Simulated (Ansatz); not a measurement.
# Ga2O3 (R-3c): converging the G0W0 gap

How do accuracy and time trade against each other in G0W0 on Ga2O3 (R-3c)?

Program: Ansatz 0.2.0. Level of theory: G0W0 on PBE, plane waves, PAW. Results are calculated unless marked as measured.

### 1. The structure

It takes space group R-3c (No. 167, trigonal). Conventional cell: a = 4.997 Å, b = 4.997 Å, c = 13.451 Å, α = 90.00°, β = 90.00°, γ = 120.00°. Nearest to Ga lie 6 O at 1.93 to 2.08 Å. Nearest to O lie 4 Ga at 1.93 to 2.08 Å. Farther neighbours and most contacts between anions are not listed.

Structure file:

```cif
data_structure
_symmetry_space_group_name_H-M 'P 1'
_symmetry_Int_Tables_number 1
_cell_length_a 5.3317
_cell_length_b 5.3317
_cell_length_c 5.3317
_cell_angle_alpha 55.894
_cell_angle_beta 55.894
_cell_angle_gamma 55.894
_cell_volume 96.97
loop_
_atom_site_label
_atom_site_type_symbol
_atom_site_fract_x
_atom_site_fract_y
_atom_site_fract_z
_atom_site_occupancy
Ga1 Ga 0.85559 0.85559 0.85559 1
Ga2 Ga 0.64441 0.64441 0.64441 1
Ga3 Ga 0.14441 0.14441 0.14441 1
Ga4 Ga 0.35559 0.35559 0.35559 1
O5 O 0.75000 0.44683 0.05317 1
O6 O 0.44683 0.05317 0.75000 1
O7 O 0.05317 0.75000 0.44683 1
O8 O 0.25000 0.55317 0.94683 1
O9 O 0.94683 0.25000 0.55317 1
O10 O 0.55317 0.94683 0.25000 1
```

The cell and positions are those that the Materials Project relaxed with its own functionals (PBE, PBE+U or r2SCAN), kept fixed. This is not the form that Ga2O3 usually takes at ambient conditions.

### 2. 254 empty bands, screening to 110 eV

Now the one-shot GW correction: screening in the RPA, then the self-energy of the levels asked for. This step takes hard PAW files.

Contents of input.yaml:

```yaml
crystal:
  lattice:
    - [2.4986991939, 1.4426246522, 4.4835497685]
    - [-2.4986991939, 1.4426246522, 4.4835497685]
    - [0.0, -2.8852493044, 4.4835497685]
  atoms:
    - { symbol: Ga, position: [0.85558558, 0.85558558, 0.85558558] }
    - { symbol: Ga, position: [0.64441442, 0.64441442, 0.64441442] }
    - { symbol: Ga, position: [0.14441442, 0.14441442, 0.14441442] }
    - { symbol: Ga, position: [0.35558558, 0.35558558, 0.35558558] }
    - { symbol: O, position: [0.75, 0.44683282, 0.05316718] }
    - { symbol: O, position: [0.44683282, 0.05316718, 0.75] }
    - { symbol: O, position: [0.05316718, 0.75, 0.44683282] }
    - { symbol: O, position: [0.25, 0.55316718, 0.94683282] }
    - { symbol: O, position: [0.94683282, 0.25, 0.55316718] }
    - { symbol: O, position: [0.55316718, 0.94683282, 0.25] }
kpoints:
  mp_grid: { grid: [4, 4, 4] }
hamiltonian:
  xc: pbe
  pseudopotentials: { kind: paw, source: ansatz }
scf:
  occupations: { method: fixed }
gw:
  n_empty_bands: 254
  ecut_chi: 110.0
  qp_bands: [v3, c3]
  qp_kpoints: band_edges
  screening: { model: contour_deformation }
```

The run is started by

```bash
ansatz run input.yaml --threads 3 --pin off --max-ram 92160MiB --backend cuda --events-out ev --progress --plain --runs-dir out --devices 1 --max-vram 13GiB  # rebuilt from the run's record
```

Numbers of over 12 decimals in the logs are rounded to 6 here.

The program printed:

```text
GPUs: using 1 of 1 available (devices: 1).
Engine: ansatz 0.2.0, x86_64-unknown-linux-gnu
Pseudopotentials: kind: paw
Pseudopotential: Ga, paw, valence charge 21, recommended cutoff 1020 eV (normal), Ga.paw.azcp
Pseudopotential: O, paw, valence charge 6, recommended cutoff 930 eV (normal), O.paw.azcp
Functional definition: PBE
  parameter kappa = 0.804
  parameter beta = 0.066725
  exchange = pbe_x(kappa = kappa, mu = beta*pi^2/3)
  correlation = pbe_c(beta = beta)
GPU FFT provider: cuFFT
GPU libraries: cuBLAS 13.8.2, cuFFT 12.4.0, cuSOLVER 12.3.4
Crystal: 10 atoms, lattice volume = 96.971 Å³
Basis set: ecut = 1020 eV, 7163 PW (Γ)
Bands: 72, of which v1, the nominal top of the filled ones, is band 60 counted from 1 (59 counted from 0)
Symmetry: 12 space group operations
Space group: R-3c (ITA 167), of the structure as read, at distance tolerance 4.6e-5 Å
k-points: 13 of 64
Non-local potential: Ga, projectors of the file, l = 0: 3, l = 1: 3, l = 2: 3, l = 3: 2
Non-local potential: O, projectors of the file, l = 0: 2, l = 1: 2, l = 2: 1
PAW form: soft (Blöchl's): semilocal exchange-correlation on the pseudo side does not see the compensation charge
PAW one-centre angular grid: Ga, 590 points (default); XC on 64 Gauss nodes
PAW one-centre angular grid: O, 110 points (default); XC on 64 Gauss nodes
Initial density: superposition of atomic densities (chi_scale 0.1, normalization cell, long waves kept (reshape's long-wave potential 0.01 eV rms))
Initial wavefunctions: pseudopotential atomic-orbital guess
GPU buffer pool allocated for 262144 grid points (all kernels)
GPU transforms: local potential and band sums: pruned to the plane-wave sphere, on 60×60×60
Functional: x = pbe(κ = 0.804, μ = 0.219515), c = pbe(β = 0.066725)
SCF iter   1: F=—  HF=-37066.607414 eV  |F-HF|=—  |Δ(HF+E_count)|=         —  Δρ=1.53e-1  dr2=9.35e0  ethr=3.10e-3  ⟨swp⟩=5.0  Hψ=3484  notcnv=0  defer=128
preconditioner: auto → Resta (q_TF=auto, 2.827 Å⁻¹)  ε∞=4.1  [insulator: Δε(μ)=2.677 eV  Ē_g=20.001 eV  n_scr=34 (ndim 8)  ℏωp=35.4 eV  f_vac=0.005  ε∞_Penn≈4.1]
SCF iter   2: F=—  HF=-37063.796559 eV  |F-HF|=—  |Δ(HF+E_count)|=    2.81e0  Δρ=4.75e-2  dr2=7.50e-1  ethr=3.10e-3  ⟨swp⟩=2.9  Hψ=1962  notcnv=0  defer=127
SCF iter   3: F=—  HF=-37063.691985 eV  |F-HF|=—  |Δ(HF+E_count)|=   1.05e-1  Δρ=2.42e-2  dr2=2.89e-1  ethr=6.25e-4  ⟨swp⟩=2.0  Hψ=883  notcnv=0  defer=129
SCF iter   4: F=—  HF=-37063.674396 eV  |F-HF|=—  |Δ(HF+E_count)|=   1.76e-2  Δρ=4.49e-3  dr2=1.70e-2  ethr=2.41e-4  ⟨swp⟩=2.2  Hψ=1320  notcnv=0  defer=130
SCF iter   5: F=—  HF=-37063.675311 eV  |F-HF|=—  |Δ(HF+E_count)|=   9.15e-4  Δρ=1.87e-3  dr2=2.12e-3  ethr=1.42e-5  ⟨swp⟩=3.0  Hψ=1645  notcnv=0  defer=130
SCF iter   6: F=—  HF=-37063.677108 eV  |F-HF|=—  |Δ(HF+E_count)|=   1.80e-3  Δρ=4.60e-4  dr2=9.31e-5  ethr=1.77e-6  ⟨swp⟩=2.0  Hψ=1533  notcnv=0  defer=130
SCF iter   7: F=—  HF=-37063.677170 eV  |F-HF|=—  |Δ(HF+E_count)|=   6.27e-5  Δρ=7.23e-5  dr2=4.23e-6  ethr=7.76e-8  ⟨swp⟩=2.2  Hψ=1523  notcnv=0  defer=129
SCF iter   8: F=—  HF=-37063.677176 eV  |F-HF|=—  |Δ(HF+E_count)|=   5.47e-6  Δρ=3.04e-5  dr2=3.87e-7  ethr=3.53e-9  ⟨swp⟩=2.0  Hψ=1534  notcnv=0  defer=130
SCF iter   9: F=-37063.677176 eV  HF=-37063.677176 eV  |F-HF|=1.23e-8  |Δ(HF+E_count)|=   2.06e-7  Δρ=5.16e-6  dr2=1.39e-8  ethr=8.33e-11  ⟨swp⟩=11.8  Hψ=4336  notcnv=0
SCF 1 converged in 9 iterations: F = -37063.677176 eV  dr2 = 1.39e-8
  greatest PAW one-centre occupation: 0.995 electrons in one spin orbital (limit 2), on the Ga atom at site 3 (counted from 0), in its partial waves of l = 0
NSCF: frozen V_eff on 13 k-points
the band table was solved once the SCF had ended and its energy, with any forces and stress, was formed, with the checks that follow a solve (3584 applications of the Hamiltonian). They found nothing against the state; the energy, forces and stress were not computed again (output.eigenvalues in the input reference)
NSCF: frozen V_eff on 13 k-points
G₀W₀ screening: q 1/13
[... further progress lines ...]
device memory: the entry about to start is reckoned to put 1.4 GiB on a device that reports 6.3 GiB free
NSCF: frozen V_eff on 1 k-points
device memory: the entry about to start is reckoned to put 1.4 GiB on a device that reports 6.2 GiB free
NSCF: frozen V_eff on 1 k-points
device memory: the entry about to start is reckoned to put 1.4 GiB on a device that reports 6.2 GiB free
NSCF: frozen V_eff on 1 k-points
SCF converged after 9 iterations
Free energy (F): -37063.677176 eV
Harris-Foulkes:  -37063.677176 eV  (|F-HF|=1.23e-8)
Internal energy: -37063.677176 eV  (E = F + TS)
E sigma→0 (E₀):  -37063.677176 eV
Fermi energy:    10.426707 eV
--- Per-component energies (eV) ---
  E_band       = -2879.893437
  E_kinetic    = 4607.847181
  E_local      = -36204.628092  (includes V_loc(G=0)·N_el)
  E_nonlocal   = 7691.387108
  E_hartree    = 13397.515423
  E_xc         = -1181.931641
  E_vxc        = -1524.949860  (∫ρ·V_xc dr)
  E_paw        = -9156.353311  (= ΣΔE_a)
  E_vpaw       = -4244.573064  (= ΣTr[D̂ρ^β])
  E_aug_tail   = 0.000447  (compensation charges beyond the density's cutoff)
  E_ewald      = -16217.514291
  E_smearing   = -0.000000  (= −TS)
  E_closure    = -0.000000  (closes the sum)
  Σ components = -37063.677176   (vs F -37063.677176, Δ=0.00e0)
--- Band table (eV; the first three rows and the last of 13) ---
  k-point 0: bands = [... 56 lower, 10.1504, 10.1504, 10.2162, 10.2162, 13.2652, 17.1409, 17.2918, 19.3554, ... 8 higher]
  k-point 1: bands = [... 56 lower, 9.8567, 9.9164, 10.2764, 10.4267, 14.8384, 16.9692, 17.7825, 18.6362, ... 8 higher]
  k-point 2: bands = [... 56 lower, 9.4905, 9.4905, 10.3151, 10.3151, 16.8628, 16.8628, 17.1940, 17.1940, ... 8 higher]
  k-point 12: bands = [... 56 lower, 10.1671, 10.1671, 10.1671, 10.1671, 16.3188, 16.3188, 18.3281, 18.3281, ... 8 higher]
--- G₀W₀: contour deformation, 7 samples at zero and on the imaginary axis and 2 off it, 64 q-points, 254 empty bands' worth ---
  eigenvalues of the whole cell's RPA ε∞ on this k-mesh (on a slab, of 1 + 4πα/V) = 4.1800, 4.2899, 4.2899; static W/v taken at q = 0 is 0.235030
  gw.qp_kpoints: band_edges: 13 of 13 stored k-points solved, in 1 pass; an edge of the gap read off the rows below is read off those points alone
    ik  band        ε_KS         Σx   Σc(E_QP)       V_xc       Z   E_QP_lin       E_QP  E_QP is
     0    58     10.1504   -28.1335     4.7565   -22.6095  0.7739     9.3762     9.3829  root
     0    59     10.2162   -27.0396     4.7261   -21.6082  0.7711     9.5052     9.5109  root
     0    60     10.2162   -27.0396     4.7261   -21.6082  0.7711     9.5052     9.5109  root
     0    61     13.2652   -13.4269    -3.5789   -17.9667  0.8317    14.2316    14.2261  root
     0    62     17.1409   -13.0223    -4.3598   -18.8344  0.8137    18.6131    18.5932  root
     0    63     17.2918    -9.8948    -4.4567   -15.4019  0.8272    18.3521    18.3423  root
     1    58      9.9164   -26.6830     4.6526   -21.3064  0.7715     9.1862     9.1924  root
     1    59     10.2764   -27.2548     4.7965   -21.7309  0.7708     9.5428     9.5490  root
     1    60     10.4267   -27.6176     4.8110   -22.0898  0.7714     9.7041     9.7099  root
     1    61     14.8384   -14.5972    -3.4721   -19.1892  0.8182    15.9670    15.9583  root
     1    62     16.9692   -12.7827    -4.3099   -18.4794  0.8168    18.3734    18.3560  root
     1    63     17.7825   -12.0850    -4.5287   -17.9689  0.8117    19.1564    19.1377  root
     2    58      9.4905   -26.2799     4.9249   -20.5231  0.7658     8.6495     8.6587  root
     2    59     10.3151   -27.5969     4.8173   -22.0407  0.7714     9.5699     9.5762  root
     2    60     10.3151   -27.5969     4.8173   -22.0407  0.7714     9.5699     9.5762  root
     2    61     16.8628   -13.3295    -4.2390   -18.9106  0.8136    18.2217    18.2049  root
     2    62     16.8628   -13.3295    -4.2390   -18.9106  0.8136    18.2217    18.2049  root
     2    63     17.1940   -12.6924    -4.3482   -18.3711  0.8135    18.5417    18.5243  root
     3    58      9.9178   -27.4265     4.8326   -21.7970  0.7708     9.1133     9.1209  root
     3    59     10.1846   -27.0362     4.7962   -21.5050  0.7703     9.4432     9.4496  root
     3    60     10.2344   -27.8635     4.6906   -22.4552  0.7739     9.5111     9.5168  root
     3    61     15.1476   -14.7219    -3.5190   -19.4011  0.8160    16.3175    16.3077  root
     3    62     17.0624   -12.6904    -4.3480   -18.4243  0.8169    18.4658    18.4482  root
     3    63     17.8653   -12.2359    -4.5438   -18.1541  0.8098    19.2597    19.2397  root
[...]
11    62     17.1868   -13.4249    -4.3555   -19.1826  0.8110    18.6085    18.5890  root
    11    63     17.7582   -13.3111    -4.5103   -19.2689  0.8061    19.2283    19.2057  root
    12    58     10.1671   -27.6086     4.7525   -22.1192  0.7723     9.4240     9.4303  root
    12    59     10.1671   -27.6086     4.7525   -22.1192  0.7723     9.4240     9.4303  root
    12    60     10.1671   -27.6086     4.7525   -22.1192  0.7723     9.4240     9.4303  root
    12    61     16.3188   -13.6957    -3.9996   -18.9570  0.8134    17.5945    17.5806  root
    12    62     16.3188   -13.6957    -3.9996   -18.9570  0.8134    17.5945    17.5806  root
    12    63     18.3281   -11.5341    -4.7711   -17.6869  0.8150    19.7299    19.7097  root
```

It took 42 s on 1 × NVIDIA H100 80GB HBM3 (shared by 6 runs) with 3 threads of AMD EPYC 7R13 (Zen 3), shared host; peak memory 1.9 GiB; 54 s of CPU time.

Reading the cycles: dr2 is the Hartree energy of the density residual (eV), the measure of convergence; HF is the Harris–Foulkes estimate of the energy, which meets the free energy F at convergence.

This step gave:

```
bands summed                                 : 314
RPA ε∞ on this mesh (eigenvalues)            : 4.180, 4.290, 4.290
plane waves in the screening matrix          : 277
q-points in the mesh                         : 64
G0W0 gap on the mesh                         : 4.516 eV
k of the valence top                         : 0, 0, 0.25
k of the conduction bottom                   : 0, 0, 0
starting gap on the mesh                     : 2.839 eV
Z at the valence top                         : 0.7714
Z at the conduction bottom                   : 0.8317
least direct G0W0 gap on the computed points : 4.715 eV
```

The gap on the mesh goes from 2.84 eV to 4.52 eV, a correction of +1.68 eV. Between the two edge states, bare exchange in place of the xc potential would open the gap by 10.07 eV, and correlation takes back 8.39 eV.

### 3. 576 empty bands, screening to 190 eV

Another rung: the empty bands reach about as high as the screening cutoff, so the two stay in balance.

input.yaml: that of step 2 with these lines changed.

```diff
@@ -24,4 +24,4 @@
 gw:
-  n_empty_bands: 254
-  ecut_chi: 110.0
+  n_empty_bands: 576
+  ecut_chi: 190.0
   qp_bands: [v3, c3]
```

The program printed:

```text
GPUs: using 1 of 1 available (devices: 1).
[...]
GPU FFT provider: cuFFT
GPU libraries: cuBLAS 13.8.2, cuFFT 12.4.0, cuSOLVER 12.3.4
Crystal: 10 atoms, lattice volume = 96.971 Å³
Basis set: ecut = 1020 eV, 7163 PW (Γ)
Bands: 72, of which v1, the nominal top of the filled ones, is band 60 counted from 1 (59 counted from 0)
Symmetry: 12 space group operations
[...]
k-points: 13 of 64
[...]
GPU buffer pool allocated for 262144 grid points (all kernels)
[...]
SCF iter   1: F=—  HF=-37066.607414 eV  |F-HF|=—  |Δ(HF+E_count)|=         —  Δρ=1.53e-1  dr2=9.35e0  ethr=3.10e-3  ⟨swp⟩=5.0  Hψ=3484  notcnv=0  defer=128
[...]
SCF iter   9: F=-37063.677176 eV  HF=-37063.677176 eV  |F-HF|=1.23e-8  |Δ(HF+E_count)|=   2.06e-7  Δρ=5.16e-6  dr2=1.39e-8  ethr=8.33e-11  ⟨swp⟩=11.8  Hψ=4336  notcnv=0
SCF 1 converged in 9 iterations: F = -37063.677176 eV  dr2 = 1.39e-8
[...]
NSCF: frozen V_eff on 13 k-points
[...]
G₀W₀ screening: q 1/13
[... further progress lines ...]
[...]
SCF converged after 9 iterations
Free energy (F): -37063.677176 eV
[...]
Internal energy: -37063.677176 eV  (E = F + TS)
E sigma→0 (E₀):  -37063.677176 eV
Fermi energy:    10.426707 eV
[...]
--- Band table (eV; the first three rows and the last of 13) ---
  k-point 0: bands = [... 56 lower, 10.1504, 10.1504, 10.2162, 10.2162, 13.2652, 17.1409, 17.2918, 19.3554, ... 8 higher]
  k-point 1: bands = [... 56 lower, 9.8567, 9.9164, 10.2764, 10.4267, 14.8384, 16.9692, 17.7825, 18.6362, ... 8 higher]
  k-point 2: bands = [... 56 lower, 9.4905, 9.4905, 10.3151, 10.3151, 16.8628, 16.8628, 17.1940, 17.1940, ... 8 higher]
  k-point 12: bands = [... 56 lower, 10.1671, 10.1671, 10.1671, 10.1671, 16.3188, 16.3188, 18.3281, 18.3281, ... 8 higher]
[...]
0    58     10.1504   -28.1335     4.4742   -22.6095  0.7701     9.0877     9.1006  root
     0    59     10.2162   -27.0396     4.4257   -21.6082  0.7673     9.1984     9.2105  root
     0    60     10.2162   -27.0396     4.4257   -21.6082  0.7673     9.1984     9.2105  root
     0    61     13.2652   -13.4269    -3.7681   -17.9667  0.8289    14.0403    14.0369  root
     0    62     17.1409   -13.0223    -4.6657   -18.8344  0.8124    18.2989    18.2872  root
     0    63     17.2918    -9.8948    -4.6489   -15.4019  0.8263    18.1564    18.1501  root
     1    58      9.9164   -26.6830     4.3567   -21.3064  0.7678     8.8837     8.8964  root
     1    59     10.2764   -27.2548     4.5011   -21.7309  0.7670     9.2410     9.2536  root
[...]
12    60     10.1671   -27.6086     4.4596   -22.1192  0.7684     9.1249     9.1374  root
    12    61     16.3188   -13.6957    -4.2576   -18.9570  0.8111    17.3309    17.3225  root
    12    62     16.3188   -13.6957    -4.2576   -18.9570  0.8111    17.3309    17.3225  root
    12    63     18.3281   -11.5341    -5.0508   -17.6869  0.8140    19.4422    19.4300  root
```

The job ended after 82 s (1 × NVIDIA H100 80GB HBM3 (shared by 6 runs) with 3 threads; peak memory 3.2 GiB; 2.2 min of CPU time).

This step gave:

```
bands summed                                 : 636
RPA ε∞ on this mesh (eigenvalues)            : 4.167, 4.284, 4.284
plane waves in the screening matrix          : 563
q-points in the mesh                         : 64
G0W0 gap on the mesh                         : 4.624 eV
k of the valence top                         : 0, 0, 0.25
k of the conduction bottom                   : 0, 0, 0
starting gap on the mesh                     : 2.839 eV
Z at the valence top                         : 0.7675
Z at the conduction bottom                   : 0.8289
least direct G0W0 gap on the computed points : 4.826 eV
```

Against the run with 4×4×4 mesh, 254 empty bands, screening to 110 eV, hard PAW files, the gap moves by +0.11 eV.

### 4. 976 empty bands, screening to 270 eV

input.yaml: that of step 3 with these lines changed.

```diff
@@ -24,4 +24,4 @@
 gw:
-  n_empty_bands: 576
-  ecut_chi: 190.0
+  n_empty_bands: 976
+  ecut_chi: 270.0
   qp_bands: [v3, c3]
```

The program printed:

```text
GPUs: using 1 of 1 available (devices: 1).
[...]
GPU FFT provider: cuFFT
GPU libraries: cuBLAS 13.8.2, cuFFT 12.4.0, cuSOLVER 12.3.4
Crystal: 10 atoms, lattice volume = 96.971 Å³
Basis set: ecut = 1020 eV, 7163 PW (Γ)
Bands: 72, of which v1, the nominal top of the filled ones, is band 60 counted from 1 (59 counted from 0)
Symmetry: 12 space group operations
[...]
k-points: 13 of 64
[...]
1    59     10.2764   -27.2548     4.3240   -21.7309  0.7653     9.0587     9.0765  root
[...]
12    60     10.1671   -27.6086     4.2834   -22.1192  0.7667     8.9435     8.9612  root
    12    61     16.3188   -13.6957    -4.4066   -18.9570  0.8101    17.1795    17.1736  root
    12    62     16.3188   -13.6957    -4.4066   -18.9570  0.8101    17.1795    17.1736  root
    12    63     18.3281   -11.5341    -5.1797   -17.6869  0.8134    19.3103    19.3010  root
[key lines of the parts left out:]
SCF converged after 9 iterations
Free energy (F): -37063.677176 eV
Fermi energy:    10.426707 eV
```

The job ended after 2.4 min (1 × NVIDIA H100 80GB HBM3 (shared by 6 runs) with 3 threads; peak memory 5.3 GiB).

This step gave:

```yaml
bands_summed: 1036
rpa_eps_infinity_on_this_mesh_eigenvalues: 4.151, 4.270, 4.270
plane_waves_in_the_screening_matrix: 997
g0w0_gap_on_the_mesh: 4.671 eV
k_of_the_valence_top: 0, 0, 0.25
k_of_the_conduction_bottom: 0, 0, 0
starting_gap_on_the_mesh: 2.839 eV
least_direct_g0w0_gap_on_the_computed_points: 4.873 eV
```

Against the run with 4×4×4 mesh, 576 empty bands, screening to 190 eV, hard PAW files, the gap moves by +0.05 eV.

(Continued in part 2 of 2.)

[Paths, hosts, dates, memory and timing lines, banners, echoed tables and standing remarks are left out of the program output.]

[Logs are printed without paths, hosts, clocks, repeated set-up lines and the standing remarks that a program may print on its own settings, such as how far it seeks lower states.]

[Runs of the session that timed out or met a known fault of the program may be left out.]

[Cells called generated may have been cut or substituted from an entry of the Crystallography Open Database or the Materials Project.]

[Hosts, paths, dates, database ids (printed as entryN), source tags and the programs' standing remarks are cut or masked in the printed files.]
